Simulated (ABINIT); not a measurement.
# BN (Qingsongite): G0W0 with ABINIT, start to end, part 3 of 3

Aim: the G0W0 gap of BN (Qingsongite) on LDA, step by step.

ABINIT 10.8.3; LDA and many-body steps on it, plane waves. Known limits of the many-body steps: not at the basis limit.

So far. Step 4 (Empty states on the mesh, 8×8×8 mesh, 76 bands): On this mesh the gap is 4.420 eV. Step 5 (Screening, 8×8×8 mesh, 68 bands, screening to 244.9 eV): Local fields lower ε∞ by 7 %.

**6. Self-energy, 8×8×8 mesh, 68 bands, screening to 244.9 eV**

The self-energy is evaluated for the states that the input lists, and the levels follow from it, in one-shot runs by the linearised quasiparticle equation.

This step: G0W0 on LDA, plane waves, norm-conserving pseudopotentials.

The input, run.abi:

```
acell 3*1.0 Angstrom
rprim 
  -0.000000000000 1.807500000000 1.807500000000
  1.807500000000 0.000000000000 1.807500000000
  1.807500000000 1.807500000000 -0.000000000000
ntypat 2
znucl 5 7
natom 2
typat 1 2
xred 
  0.000000000000 0.000000000000 0.000000000000
  0.250000000000 0.250000000000 0.250000000000
pp_dirpath "pseudos"
pseudos "B.upf, N.upf"
ecut 36
ngkpt 8 8 8
nshiftk 1
shiftk 0 0 0
kptopt 1
chksymbreak 0
istwfk *1
occopt 1
irdwfk 1
optdriver 4
nband 68
gwcalctyp 0
ecutsigx 36
symsigma 1
nkptgw 29
kptgw 
  0.0000000000 0.0000000000 0.0000000000
  0.1250000000 0.0000000000 0.0000000000
  0.2500000000 0.0000000000 0.0000000000
  0.3750000000 0.0000000000 0.0000000000
  0.5000000000 0.0000000000 0.0000000000
  0.1250000000 0.1250000000 0.0000000000
  0.2500000000 0.1250000000 0.0000000000
  0.3750000000 0.1250000000 0.0000000000
  0.5000000000 0.1250000000 0.0000000000
  -0.3750000000 0.1250000000 0.0000000000
  -0.2500000000 0.1250000000 0.0000000000
  -0.1250000000 0.1250000000 0.0000000000
  0.2500000000 0.2500000000 0.0000000000
  0.3750000000 0.2500000000 0.0000000000
  0.5000000000 0.2500000000 0.0000000000
  -0.3750000000 0.2500000000 0.0000000000
  -0.2500000000 0.2500000000 0.0000000000
  0.3750000000 0.3750000000 0.0000000000
  0.5000000000 0.3750000000 0.0000000000
  -0.3750000000 0.3750000000 0.0000000000
  0.5000000000 0.5000000000 0.0000000000
  0.3750000000 0.2500000000 0.1250000000
  0.5000000000 0.2500000000 0.1250000000
  -0.3750000000 0.2500000000 0.1250000000
  0.5000000000 0.3750000000 0.1250000000
  -0.3750000000 0.3750000000 0.1250000000
  -0.2500000000 0.3750000000 0.1250000000
  -0.3750000000 0.5000000000 0.1250000000
  -0.2500000000 0.5000000000 0.2500000000
bdgw 
  1 8
  1 8
  1 8
  1 8
  1 8
  1 8
  1 8
  1 8
  1 8
  1 8
  1 8
  1 8
  1 8
  1 8
  1 8
  1 8
  1 8
  1 8
  1 8
  1 8
  1 8
  1 8
  1 8
  1 8
  1 8
  1 8
  1 8
  1 8
  1 8
ecuteps 9
irdscr 1
ppmodel 1
indata_prefix "in"
outdata_prefix "out"
tmpdata_prefix "tmp"
```

The run is started by

```bash
$ OMP_NUM_THREADS=1 mpirun -n 4 abinit run.abi > log
```

Numbers of over 12 decimals in the logs are rounded to 6 here.

What it wrote:

```text
.Version 10.8.3 of ABINIT. v10.8.2 released Aug 2026.

 Symmetries : space group F-4 3 m (#216); Bravais cF (face-center cubic)
[... echo of the input left out ...]
== DATASET  1 ==================================================================
-   mpi_nproc: 4, omp_nthreads: 1 (-1 if OMP is not activated)

--- !DatasetInfo
iteration_state: {dtset: 1, }
dimensions: {natom: 2, nkpt: 29, mband: 68, nsppol: 1, nspinor: 1, nspden: 1, mpw: 869, }
cutoff_energies: {ecut:  36.0, pawecutdg:  -1.0, }
electrons: {nelect:   8.00000000E+00, charge:   0.00000000E+00, occopt:   1.00000000E+00, tsmear:   1.00000000E-02, }

 SIGMA: Calculation of the GW corrections

 Based on a program developped by R.W. Godby, V. Olevano, G. Onida, and L. Reining.
 Incorporated in ABINIT by V. Olevano, G.-M. Rignanese, and M. Torrent.
.Using double precision arithmetic ; gwpc =  8

[... cell and pseudopotentials left out ...]
--------------------------------------------------------------------------------

 ==== K-mesh for the wavefunctions ====
 Number of points in the irreducible wedge :    29
[... list of points left out ...]
 Together with 24 symmetry operations and time-reversal symmetry
 yields   512 points in the full Brillouin Zone.

 ==== Q-mesh for screening function ====
 Number of points in the irreducible wedge :    29
[... list of points left out ...]
 Together with 24 symmetry operations and time-reversal symmetry
 yields   512 points in the full Brillouin Zone.

 vcoul_init : cutoff-mode = AUXILIARY_FUNCTION
 q-points for optical limit:   1
     1)      0.000010    0.000020    0.000030
 setmesh: FFT mesh size selected  =    25x   25x   25
          total number of points  =        15625

 Number of electrons calculated from density =    8.0000; Expected =    8.0000
 average of density, n =  0.100376
 r_s =    1.3348
 omega_plasma =   30.5612 [eV]

 === KS Band Gaps ===
  >>>> For spin  1
   Minimum direct gap =   8.7475 [eV], located at k-point      :   0.0000  0.0000  0.0000
   Fundamental gap    =   4.4200 [eV], Top of valence bands at :   0.0000  0.0000  0.0000
                                       Bottom of conduction at :   0.5000  0.5000  0.0000
 SIGMA fundamental parameters:
 PLASMON POLE MODEL  1
 number of plane-waves for SigmaX                  869
 number of plane-waves for SigmaC and W            113
 number of plane-waves for wavefunctions           869
 number of bands                                    68
 number of independent spin polarizations            1
 number of spinorial components                      1
 number of k-points in IBZ                          29
 number of q-points in IBZ                          29
 number of symmetry operations                      24
 number of k-points in BZ                          512
 number of q-points in BZ                          512
 number of frequencies for dSigma/dE                 9
 frequency step for dSigma/dE [eV]                0.25
 number of omega for Sigma on real axis              0
 max omega for Sigma on real axis  [eV]           0.00
 zcut for avoiding poles [eV]                     0.10

 EPSILON^-1 parameters (SCR file):
 dimension of the eps^-1 matrix on file            113
 dimension of the eps^-1 matrix used               113
 number of plane-waves for wavefunctions           869
 number of bands                                    68
 number of q-points in IBZ                          29
 number of frequencies                               2
 number of real frequencies                          1
 number of imag frequencies                          1

 matrix elements of self-energy operator (all in [eV])

 Perturbative Calculation

--- !SelfEnergy_ee
iteration_state: {dtset: 1, }
kpoint     : [   0.000,    0.000,    0.000, ]
spin       : 1
KS_gap     :    8.748
QP_gap     :   10.944
Delta_QP_KS:    2.196
data: !SigmaeeData |
     Band     E0 <VxcDFT>   SigX SigC(E0)      Z dSigC/dE  Sig(E)    E-E0       E
        1 -12.055 -15.548 -26.696   8.519   0.720  -0.389 -17.441  -1.893 -13.948
        2   8.006 -18.333 -22.030   2.512   0.826  -0.210 -19.312  -0.979   7.027
        3   8.006 -18.333 -22.030   2.512   0.826  -0.210 -19.312  -0.979   7.027
        4   8.006 -18.333 -22.030   2.512   0.826  -0.210 -19.312  -0.979   7.027
        5  16.753 -13.841  -7.173  -5.223   0.842  -0.188 -12.624   1.217  17.970
        6  16.753 -13.841  -7.173  -5.223   0.842  -0.188 -12.624   1.217  17.970
        7  16.753 -13.841  -7.173  -5.223   0.842  -0.188 -12.624   1.217  17.970
        8  18.447 -15.615  -8.694  -5.827   0.822  -0.217 -14.716   0.899  19.347

--- !SelfEnergy_ee
iteration_state: {dtset: 1, }
kpoint     : [   0.125,    0.000,    0.000, ]
spin       : 1
KS_gap     :    9.537
QP_gap     :   11.647
Delta_QP_KS:    2.110
data: !SigmaeeData |
     Band     E0 <VxcDFT>   SigX SigC(E0)      Z dSigC/dE  Sig(E)    E-E0       E
        1 -11.674 -15.607 -26.645   8.482   0.737  -0.357 -17.491  -1.884 -13.558
        2   6.149 -17.430 -21.678   2.837   0.824  -0.214 -18.592  -1.162   4.987
[...]
--- !SelfEnergy_ee
iteration_state: {dtset: 1, }
kpoint     : [   0.250,    0.000,    0.000, ]
spin       : 1
KS_gap     :   10.819
QP_gap     :   12.872
Delta_QP_KS:    2.054
data: !SigmaeeData |
     Band     E0 <VxcDFT>   SigX SigC(E0)      Z dSigC/dE  Sig(E)    E-E0       E
[...]
--- !SelfEnergy_ee
iteration_state: {dtset: 1, }
kpoint     : [   0.375,    0.000,    0.000, ]
spin       : 1
KS_gap     :   11.841
QP_gap     :   13.874
Delta_QP_KS:    2.033
data: !SigmaeeData |
     Band     E0 <VxcDFT>   SigX SigC(E0)      Z dSigC/dE  Sig(E)    E-E0       E
[...]
--- !SelfEnergy_ee
iteration_state: {dtset: 1, }
kpoint     : [   0.500,    0.000,    0.000, ]
spin       : 1
KS_gap     :   12.216
QP_gap     :   14.243
Delta_QP_KS:    2.026
data: !SigmaeeData |
     Band     E0 <VxcDFT>   SigX SigC(E0)      Z dSigC/dE  Sig(E)    E-E0       E
[...]
--- !SelfEnergy_ee
iteration_state: {dtset: 1, }
kpoint     : [   0.125,    0.125,    0.000, ]
spin       : 1
KS_gap     :    9.208
QP_gap     :   11.361
Delta_QP_KS:    2.153
data: !SigmaeeData |
     Band     E0 <VxcDFT>   SigX SigC(E0)      Z dSigC/dE  Sig(E)    E-E0       E
[...]
--- !SelfEnergy_ee
iteration_state: {dtset: 1, }
kpoint     : [   0.250,    0.125,    0.000, ]
spin       : 1
KS_gap     :    9.711
QP_gap     :   11.920
Delta_QP_KS:    2.209
data: !SigmaeeData |
     Band     E0 <VxcDFT>   SigX SigC(E0)      Z dSigC/dE  Sig(E)    E-E0       E
[...]
--- !SelfEnergy_ee
iteration_state: {dtset: 1, }
kpoint     : [   0.375,    0.125,    0.000, ]
spin       : 1
KS_gap     :   11.240
QP_gap     :   13.556
Delta_QP_KS:    2.316
data: !SigmaeeData |
     Band     E0 <VxcDFT>   SigX SigC(E0)      Z dSigC/dE  Sig(E)    E-E0       E
[...]
--- !SelfEnergy_ee
iteration_state: {dtset: 1, }
kpoint     : [   0.500,    0.125,    0.000, ]
spin       : 1
KS_gap     :   11.978
QP_gap     :   14.310
Delta_QP_KS:    2.332
data: !SigmaeeData |
     Band     E0 <VxcDFT>   SigX SigC(E0)      Z dSigC/dE  Sig(E)    E-E0       E
[...]
--- !SelfEnergy_ee
[...]
kpoint     : [  -0.375,    0.125,    0.000, ]
spin       : 1
KS_gap     :   12.091
QP_gap     :   14.430
Delta_QP_KS:    2.340
data: !SigmaeeData |
     Band     E0 <VxcDFT>   SigX SigC(E0)      Z dSigC/dE  Sig(E)    E-E0       E
[...]
--- !SelfEnergy_ee
iteration_state: {dtset: 1, }
kpoint     : [   0.500,    0.375,    0.125, ]
spin       : 1
KS_gap     :   11.654
QP_gap     :   13.974
Delta_QP_KS:    2.320
data: !SigmaeeData |
     Band     E0 <VxcDFT>   SigX SigC(E0)      Z dSigC/dE  Sig(E)    E-E0       E
[...]
--- !SelfEnergy_ee
iteration_state: {dtset: 1, }
kpoint     : [  -0.375,    0.375,    0.125, ]
spin       : 1
KS_gap     :   13.163
QP_gap     :   15.599
Delta_QP_KS:    2.437
data: !SigmaeeData |
     Band     E0 <VxcDFT>   SigX SigC(E0)      Z dSigC/dE  Sig(E)    E-E0       E
[...]
--- !SelfEnergy_ee
iteration_state: {dtset: 1, }
kpoint     : [  -0.250,    0.375,    0.125, ]
spin       : 1
KS_gap     :   13.408
QP_gap     :   15.892
Delta_QP_KS:    2.484
data: !SigmaeeData |
     Band     E0 <VxcDFT>   SigX SigC(E0)      Z dSigC/dE  Sig(E)    E-E0       E
[...]
--- !SelfEnergy_ee
iteration_state: {dtset: 1, }
kpoint     : [  -0.375,    0.500,    0.125, ]
spin       : 1
KS_gap     :   12.194
QP_gap     :   14.589
Delta_QP_KS:    2.395
data: !SigmaeeData |
     Band     E0 <VxcDFT>   SigX SigC(E0)      Z dSigC/dE  Sig(E)    E-E0       E
[...]
--- !SelfEnergy_ee
iteration_state: {dtset: 1, }
kpoint     : [  -0.250,    0.500,    0.250, ]
spin       : 1
KS_gap     :   16.044
QP_gap     :   18.694
Delta_QP_KS:    2.651
data: !SigmaeeData |
     Band     E0 <VxcDFT>   SigX SigC(E0)      Z dSigC/dE  Sig(E)    E-E0       E
[...]
4   1.445 -15.211 -20.553   3.621   0.816  -0.225 -16.615  -1.405   0.040
        5  17.489 -14.989  -8.385  -5.113   0.836  -0.196 -13.743   1.246  18.735
        6  21.277 -14.426  -6.358  -6.572   0.821  -0.218 -13.197   1.229  22.506
        7  22.365 -12.613  -5.263  -5.871   0.843  -0.186 -11.366   1.248  23.613
        8  22.685 -16.558  -8.171  -6.652   0.809  -0.237 -15.155   1.403  24.088

 New Fermi energy :        3.723175E-01 Ha ,    1.013128E+01 eV
 New Exchange energy :    -3.377858E+00 Ha ,   -9.191621E+01 eV

 === QP Band Gaps ===
  >>>> For spin  1
   Minimum direct gap =  10.9436 [eV], located at k-point      :   0.0000  0.0000  0.0000
   Fundamental gap    =   6.2093 [eV], Top of valence bands at :   0.0000  0.0000  0.0000
                                       Bottom of conduction at :   0.5000  0.5000  0.0000

== END DATASET(S) ==============================================================
================================================================================

 -outvars: echo values of variables after computation  --------
           etotal      0.0000000000E+00
            nband          68
             nkpt          29
          spgroup         216
 [... the other variables as echoed above ...]

 Calculation completed.
```

Elapsed: 16 min, on 4 MPI ranks of Arm Neoverse N1, shared host; peak memory 0.76 GiB; 64 min of CPU time.

Numbers from this step:

```yaml
g0w0_gap_on_the_mesh: 6.209 eV
starting_gap_on_the_mesh: 4.420 eV
k_of_the_valence_top: 0, 0, 0
k_of_the_conduction_bottom: 0.5, 0.5, 0
z_at_the_valence_top: 0.826
z_at_the_conduction_bottom: 0.853
least_direct_g0w0_gap_on_the_computed_points: 10.94 eV
```

The gap on the mesh goes from 4.42 eV to 6.21 eV, a correction of +1.79 eV.

Limits: finite bands, cutoff and mesh. v1 is the top filled band, c1 the lowest empty one. Levels before and after the correction, in eV, zero at the valence-band top of each column:

|  | conduction bottom | valence top |
| --- | --- | --- |
| Kohn-Sham | 4.42 | 0.00 |
| G0W0 | 6.21 | 0.00 |

|  | level | energy (eV) |
| --- | --- | --- |
| Kohn-Sham | Γ v3-v1 | 0.000 |
| Kohn-Sham | Γ c1-c3 | 8.748 |
| Kohn-Sham | (0.5 0.5 0) v3 | -8.882 |
| Kohn-Sham | (0.5 0.5 0) v2-v1 | -4.931 |
| Kohn-Sham | (0.5 0.5 0) c1 | 4.420 |
| Kohn-Sham | (0.5 0.5 0) c2 | 9.255 |
| Kohn-Sham | (0.5 0.5 0) c3 | 17.692 |
| G0W0 | Γ v3-v1 | 0.000 |
| G0W0 | Γ c1-c3 | 10.943 |
| G0W0 | (0.5 0.5 0) v3 | -9.708 |
| G0W0 | (0.5 0.5 0) v2-v1 | -5.317 |
| G0W0 | (0.5 0.5 0) c1 | 6.209 |
| G0W0 | (0.5 0.5 0) c2 | 11.146 |
| G0W0 | (0.5 0.5 0) c3 | 20.318 |

**7. Where the time went**

Times are wall times on 4 MPI ranks of Arm Neoverse N1, shared host, good to a factor of about two.

| step | time | share | memory (GiB) |
| --- | --- | --- | --- |
| ground state | 7.1 s | 1 % | 0.25 |
| bands along the symmetry lines | 5.2 s | 0 % | 0.23 |
| empty states on the mesh | 13 s | 1 % | 0.38 |
| screening | 89 s | 8 % | 0.65 |
| self-energy | 16 min | 89 % | 0.76 |

**8. What came out**

* LDA gap: 4.42 eV, indirect
* G0W0 gap on the mesh: 6.21 eV
* GW settings: 8×8×8 mesh, 68 bands, screening to 244.9 eV, Godby-Needs plasmon pole
* known limits: not at the basis limit

**Reading.** G0W0 moves the gap on the mesh from 4.42 eV to 6.21 eV (+1.79 eV), with Z of 0.83 and 0.85 at the edges. Local fields lower the RPA ε∞ on this mesh from 4.71 to 4.36. The dearest step here is «self-energy». Bands and cutoff are finite, so the gap is not at the basis limit. The miss can reach some tenths of an eV and take either sign; the mesh is an error of its own.

[Paths, hosts, dates, memory and timing lines, banners, echoed tables and standing remarks are left out of the program output.]

[Logs are printed without paths, hosts, clocks, repeated set-up lines and the standing remarks that a program may print on its own settings, such as how far it seeks lower states.]

[Runs of the session that timed out or met a known fault of the program may be left out.]

[Hosts, paths, dates, database ids (printed as entryN), source tags and the programs' standing remarks are cut or masked in the printed files.]

[G0W0 gaps are taken among the corrected bands and points alone; a level outside them can change the order at an edge.]

[Where Ansatz stands beside ABINIT at settings called matched, ABINIT's density can come from a denser mesh and the files from another edition; pairs whose starting gaps differed by over 0.03 eV were left out, so agreement reads better than it is.]
